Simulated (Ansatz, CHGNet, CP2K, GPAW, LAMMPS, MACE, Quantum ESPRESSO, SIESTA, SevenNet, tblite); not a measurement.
**Other levels on amorphous Si (114 atoms)**

Density of this cell: 2.27 g/cm³. The cell holds 114 atoms: 114 Si. Its edges and angles: a = 13.280 Å, b = 13.280 Å, c = 13.280 Å, α = 90.0°, β = 90.0°, γ = 90.0°. 114 atoms (114 Si) placed at random at 2.27 g/cm³, melted at 3500 K for 10 ps at fixed volume with the Tersoff potential (Tersoff, Phys. Rev. B 39, 5566 (1989)). Quenched from 3500 K to 700 K at 10 K/ps and fixed volume, annealed at 1200 K for 20 ps, held 5 ps.

Geometry: as built.

The reference, a calculation:

```
method                 : Kohn-Sham DFT, PBE, PAW, plane waves (Ansatz 0.2.0); cutoff 420 eV, Γ point, fermi-dirac smearing of 0.05 eV; PAW set soft_2
r.m.s. force component : 0.8109 eV/Å
longest force          : 3.958 eV/Å
pressure               : 0.7867 GPa
SCF cycles             : 10
time                   : 14 s on 8 threads of Arm Neoverse V2, shared host
CPU time               : 1.7 min
```

Runs, in no order:
A. QE PBE, sssp-1.3.0-efficiency, 45/360 Ry: Kohn-Sham DFT, PBE, SSSP efficiency 1.3.0 pseudopotentials, plane waves
B. GPAW PBE, LCAO dzp, h 0.2 Å, other mixer settings: Kohn-Sham DFT, PBE, PAW, atomic orbitals (dzp)
C. SIESTA PBE, SZ, shift 0.01 Ry, mesh 300 Ry: Kohn-Sham DFT, PBE, PseudoDojo 0.4.1 norm-conserving pseudopotentials (converted to PSML), numerical atomic orbitals (SZ), diagonalisation
D. SIESTA PBE, DZ, shift 0.01 Ry, mesh 300 Ry: Kohn-Sham DFT, PBE, PseudoDojo 0.4.1 norm-conserving pseudopotentials (converted to PSML), numerical atomic orbitals (DZ), diagonalisation
E. tblite GFN1-xTB: GFN1-xTB tight binding, diagonalisation

**Question.** Rank the runs by how far their forces lie from the reference's, least first.

A, B, D, E, C.

```
                                                 run  Δ force, r.m.s. (meV/Å)  share of r.m.s. force (%)  CPU time
         A. QE PBE, sssp-1.3.0-efficiency, 45/360 Ry                     2.09                      0.257    18 min
B. GPAW PBE, LCAO dzp, h 0.2 Å, other mixer settings                     47.4                       5.84    11 min
       D. SIESTA PBE, DZ, shift 0.01 Ry, mesh 300 Ry                      181                       22.4   2.9 min
                                  E. tblite GFN1-xTB                      309                       38.2     8.8 s
       C. SIESTA PBE, SZ, shift 0.01 Ry, mesh 300 Ry                      458                       56.5     2 min
```

Periodic xTB results under one method name differ between programs and library versions. The network of bonds at the start is that of the classical potential that made the cell, and needn't be the one that DFT or experiment would give. The electronic-structure runs sample only Γ, in a cell whose shortest periodic width is 13 Å, which is coarse for a cell with partly filled levels.

[Logs are printed without paths, hosts, clocks, repeated set-up lines and the standing remarks that a program may print on its own settings, such as how far it seeks lower states.]

[Hosts, paths, dates, database ids (printed as entryN), source tags and the programs' standing remarks are cut or masked in the printed files.]
